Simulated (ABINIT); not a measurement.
# K2Pt (Fm-3m): G0W0 in ABINIT against the bands in the screening, part 2 of 2

Wanted: the cheapest bands in the screening that holds the gap of K2Pt (Fm-3m).

ABINIT 10.8.3; LDA and many-body steps on it, plane waves. Known limits of the many-body steps: not at the basis limit; no spin polarisation; d states lean on the start; no spin-orbit coupling; coarse k mesh.

So far. Step 2 (Screening, 2×2×2 mesh, 26 bands, screening to 106.1 eV): Local fields lower ε∞ by 36 %. On a Γ-centred mesh this coarse the value itself is usually too large, while a short band sum pulls it down. Step 5 (28 bands): The gap on the mesh goes from 1.31 eV to 2.38 eV, a correction of +1.08 eV.

### 6. Screening, 2×2×2 mesh, 62 bands, screening to 106.1 eV

This step: RPA screening on LDA, plane waves, norm-conserving pseudopotentials.

run.abi reads:

```
acell 3*1.0 Angstrom
rprim 
  -0.000000000000 3.781463140000 3.781463140000
  3.781463140000 -0.000000000000 3.781463140000
  3.781463140000 3.781463140000 -0.000000000000
ntypat 2
znucl 19 78
natom 3
typat 1 1 2
xred 
  0.750000000000 0.750000000000 0.750000000000
  0.250000000000 0.250000000000 0.250000000000
  0.000000000000 0.000000000000 0.000000000000
pp_dirpath "pseudos"
pseudos "K.upf, Pt.upf"
ecut 34
ngkpt 2 2 2
nshiftk 1
shiftk 0 0 0
kptopt 1
chksymbreak 0
istwfk *1
occopt 1
irdwfk 1
optdriver 3
nband 62
ecuteps 3.9
inclvkb 2
awtr 1
symchi 1
indata_prefix "in"
outdata_prefix "out"
tmpdata_prefix "tmp"
```

On the command line:

```bash
> OMP_NUM_THREADS=1 mpirun -n 4 abinit run.abi > log
```

What it wrote:

```text
.Version 10.8.3 of ABINIT. v10.8.2 released Aug 2026.

 Symmetries : space group Fm -3 m (#225); Bravais cF (face-center cubic)
[... echo of the input left out ...]
== DATASET  1 ==================================================================
-   mpi_nproc: 4, omp_nthreads: 1 (-1 if OMP is not activated)

--- !DatasetInfo
iteration_state: {dtset: 1, }
dimensions: {natom: 3, nkpt: 3, mband: 62, nsppol: 1, nspinor: 1, nspden: 1, mpw: 6934, }
cutoff_energies: {ecut:  34.0, pawecutdg:  -1.0, }
[...]
--------------------------------------------------------------------------------
[... chi0 elements left out ...]
 For q-point:  0.000010 0.000020 0.000030
  dielectric constant =   8.9083
  dielectric constant without local fields =  13.4360

  Average fulfillment of the sum rule on Im[epsilon] for q-point    1 :     38.72  [%]
[... wings left out ...]
  q-point number  2        q = ( 0.500000, 0.000000, 0.000000) [r.l.u.]
--------------------------------------------------------------------------------
[... chi0 elements left out ...]
  Average fulfillment of the sum rule on Im[epsilon] for q-point    2 :     47.35  [%]

 [... 1 further q-points ...]
```

The job ended after 7.2 s (4 MPI ranks of Arm Neoverse V1, shared host; peak memory 0.81 GiB).

Numbers from this step:

```yaml
eps_infinity_with_local_fields_on_this_mesh_along_the_program_s_q_direction: 8.908
the_same_without_local_fields: 13.44
plasma_frequency: 21.42 eV
plane_waves_in_the_screening_matrix: 283
```

### 7. 62 bands

This step: G0W0 on LDA, plane waves, norm-conserving pseudopotentials.

Changes to run.abi since step 6:

```diff
@@ -24,8 +24,19 @@
 irdwfk 1
-optdriver 3
+optdriver 4
 nband 62
+gwcalctyp 0
+ecutsigx 34
+symsigma 1
+nkptgw 3
+kptgw 
+  0.5000000000 0.5000000000 0.0000000000
+  0.5000000000 0.0000000000 0.0000000000
+  0.0000000000 0.0000000000 0.0000000000
+bdgw 
+  16 20
+  17 21
+  16 21
 ecuteps 3.9
-inclvkb 2
-awtr 1
-symchi 1
+irdscr 1
+ppmodel 1
 indata_prefix "in"
```

What it wrote:

```text
.Version 10.8.3 of ABINIT. v10.8.2 released Aug 2026.

 Symmetries : space group Fm -3 m (#225); Bravais cF (face-center cubic)
[... echo of the input left out ...]
== DATASET  1 ==================================================================
-   mpi_nproc: 4, omp_nthreads: 1 (-1 if OMP is not activated)

--- !DatasetInfo
iteration_state: {dtset: 1, }
dimensions: {natom: 3, nkpt: 3, mband: 62, nsppol: 1, nspinor: 1, nspden: 1, mpw: 6934, }
cutoff_energies: {ecut:  34.0, pawecutdg:  -1.0, }
[...]
Minimum direct gap =   2.0755 [eV], located at k-point      :   0.5000  0.0000  0.0000
   Fundamental gap    =   1.9785 [eV], Top of valence bands at :   0.5000  0.5000  0.0000
                                       Bottom of conduction at :   0.5000  0.0000  0.0000

== END DATASET(S) ==============================================================
================================================================================

 -outvars: echo values of variables after computation  --------
           etotal      0.0000000000E+00
            nband          62
             nkpt           3
          spgroup         225
 [... the other variables as echoed above ...]

 Calculation completed.
```

It took 7.9 s on 4 MPI ranks; peak memory 0.87 GiB.

This step gave:

```
G0W0 gap on the points computed              : 1.978 eV
starting gap on the mesh                     : 1.306 eV
k of the valence top                         : 0.5, 0.5, 0
k of the conduction bottom                   : 0.5, 0, 0
least direct G0W0 gap on the computed points : 2.075 eV
```

Against the run before, the gap moves by −0.404 eV.

### 8. Screening, 2×2×2 mesh, 120 bands, screening to 106.1 eV

This step: RPA screening on LDA, plane waves, norm-conserving pseudopotentials.

Changes to run.abi since step 7:

```diff
@@ -24,19 +24,8 @@
 irdwfk 1
-optdriver 4
-nband 62
-gwcalctyp 0
-ecutsigx 34
-symsigma 1
-nkptgw 3
-kptgw 
-  0.5000000000 0.5000000000 0.0000000000
-  0.5000000000 0.0000000000 0.0000000000
-  0.0000000000 0.0000000000 0.0000000000
-bdgw 
-  16 20
-  17 21
-  16 21
+optdriver 3
+nband 120
 ecuteps 3.9
-irdscr 1
-ppmodel 1
+inclvkb 2
+awtr 1
+symchi 1
 indata_prefix "in"
```

What it wrote:

```text
.Version 10.8.3 of ABINIT. v10.8.2 released Aug 2026.

 Symmetries : space group Fm -3 m (#225); Bravais cF (face-center cubic)
[... echo of the input left out ...]
== DATASET  1 ==================================================================
-   mpi_nproc: 4, omp_nthreads: 1 (-1 if OMP is not activated)

--- !DatasetInfo
iteration_state: {dtset: 1, }
dimensions: {natom: 3, nkpt: 3, mband: 120, nsppol: 1, nspinor: 1, nspden: 1, mpw: 6934, }
cutoff_energies: {ecut:  34.0, pawecutdg:  -1.0, }
[...]
--------------------------------------------------------------------------------
[... chi0 elements left out ...]
 For q-point:  0.000010 0.000020 0.000030
  dielectric constant =   8.9926
  dielectric constant without local fields =  13.4933

  Average fulfillment of the sum rule on Im[epsilon] for q-point    1 :     59.89  [%]
[... wings left out ...]
  q-point number  2        q = ( 0.500000, 0.000000, 0.000000) [r.l.u.]
--------------------------------------------------------------------------------
[... chi0 elements left out ...]
  Average fulfillment of the sum rule on Im[epsilon] for q-point    2 :     66.85  [%]

 [... 1 further q-points ...]
```

It took 13 s on 4 MPI ranks; peak memory 0.95 GiB.

This step gave:

```yaml
eps_infinity_with_local_fields_on_this_mesh_along_the_program_s_q_direction: 8.993
the_same_without_local_fields: 13.49
plasma_frequency: 21.42 eV
plane_waves_in_the_screening_matrix: 283
```

### 9. 120 bands

This step: G0W0 on LDA, plane waves, norm-conserving pseudopotentials.

Changes to run.abi since step 8:

```diff
@@ -24,8 +24,19 @@
 irdwfk 1
-optdriver 3
-nband 120
+optdriver 4
+nband 62
+gwcalctyp 0
+ecutsigx 34
+symsigma 1
+nkptgw 3
+kptgw 
+  0.5000000000 0.5000000000 0.0000000000
+  0.5000000000 0.0000000000 0.0000000000
+  0.0000000000 0.0000000000 0.0000000000
+bdgw 
+  16 20
+  17 21
+  16 21
 ecuteps 3.9
-inclvkb 2
-awtr 1
-symchi 1
+irdscr 1
+ppmodel 1
 indata_prefix "in"
```

What it wrote:

```text
.Version 10.8.3 of ABINIT. v10.8.2 released Aug 2026.

 Symmetries : space group Fm -3 m (#225); Bravais cF (face-center cubic)
[... echo of the input left out ...]
== DATASET  1 ==================================================================
-   mpi_nproc: 4, omp_nthreads: 1 (-1 if OMP is not activated)

--- !DatasetInfo
iteration_state: {dtset: 1, }
dimensions: {natom: 3, nkpt: 3, mband: 62, nsppol: 1, nspinor: 1, nspden: 1, mpw: 6934, }
cutoff_energies: {ecut:  34.0, pawecutdg:  -1.0, }
[...]
Minimum direct gap =   1.9187 [eV], located at k-point      :   0.5000  0.0000  0.0000
   Fundamental gap    =   1.8196 [eV], Top of valence bands at :   0.5000  0.5000  0.0000
                                       Bottom of conduction at :   0.5000  0.0000  0.0000

== END DATASET(S) ==============================================================
================================================================================

 -outvars: echo values of variables after computation  --------
           etotal      0.0000000000E+00
            nband          62
             nkpt           3
          spgroup         225
 [... the other variables as echoed above ...]

 Calculation completed.
```

It took 7.9 s on 4 MPI ranks; peak memory 0.87 GiB; 31 s of CPU time.

This step gave:

- G0W0 gap on the points computed: 1.820 eV
- starting gap on the mesh: 1.306 eV
- k of the valence top: 0.5, 0.5, 0
- k of the conduction bottom: 0.5, 0, 0
- least direct G0W0 gap on the computed points: 1.919 eV

Against the run before, the gap moves by −0.158 eV.

### 10. The runs together

Times are wall times on 4 MPI ranks of Arm Neoverse V1, shared host, good to a factor of about two. A run's time includes the screening step that it read.

```tsv
run	mesh	bands	screening cutoff (eV)	DFT gap (eV)	gap on the mesh (eV)	direct (eV)	ε∞ used	time
26 bands	2×2×2	62	106.1	1.306	2.518	2.624	8.31	12 s
28 bands	2×2×2	62	106.1	1.306	2.382	2.480	8.40	12 s
62 bands	2×2×2	62	106.1	1.306	1.978	2.075	8.91	15 s
120 bands	2×2×2	62	106.1	1.306	1.820	1.919	8.99	21 s
```

### 11. Results

| Item | Value |
| --- | --- |
| 26 bands | 2.518 eV |
| 28 bands | 2.382 eV |
| 62 bands | 1.978 eV |
| 120 bands | 1.820 eV |
| known limits | not at the basis limit; no spin polarisation; d states lean on the start; no spin-orbit coupling; coarse k mesh |

The setting moved: bands in the screening. From 26 bands to 120 bands the gap moves by −0.70 eV. The last step still moves it by −0.158 eV. Bands and screening cutoff are coupled, so a series along one setting does not show full convergence. Bands and cutoff are finite, so the gap is not at the basis limit. The miss can reach some tenths of an eV and take either sign; the mesh is an error of its own. The 2×2×2 mesh is coarse for this cell, which bears on the long-range parts of exchange and screening. The runs have no spin polarisation. For a closed low-spin shell that is the natural state; where a d or f shell is open it is a constraint, and the gap is then not the crystal's own. With d states at the gap, one-shot GW leans hard on its start. The many-body steps are scalar-relativistic: spin-orbit coupling is not in them.

[Paths, hosts, dates, memory and timing lines, banners, echoed tables and standing remarks are left out of the program output.]

[Logs are printed without paths, hosts, clocks, repeated set-up lines and the standing remarks that a program may print on its own settings, such as how far it seeks lower states.]

[Runs of the session that timed out or met a known fault of the program may be left out.]

[Hosts, paths, dates, database ids (printed as entryN), source tags and the programs' standing remarks are cut or masked in the printed files.]

[G0W0 gaps are taken among the corrected bands and points alone; a level outside them can change the order at an edge.]

[Where Ansatz stands beside ABINIT at settings called matched, ABINIT's density can come from a denser mesh and the files from another edition; pairs whose starting gaps differed by over 0.03 eV were left out, so agreement reads better than it is.]
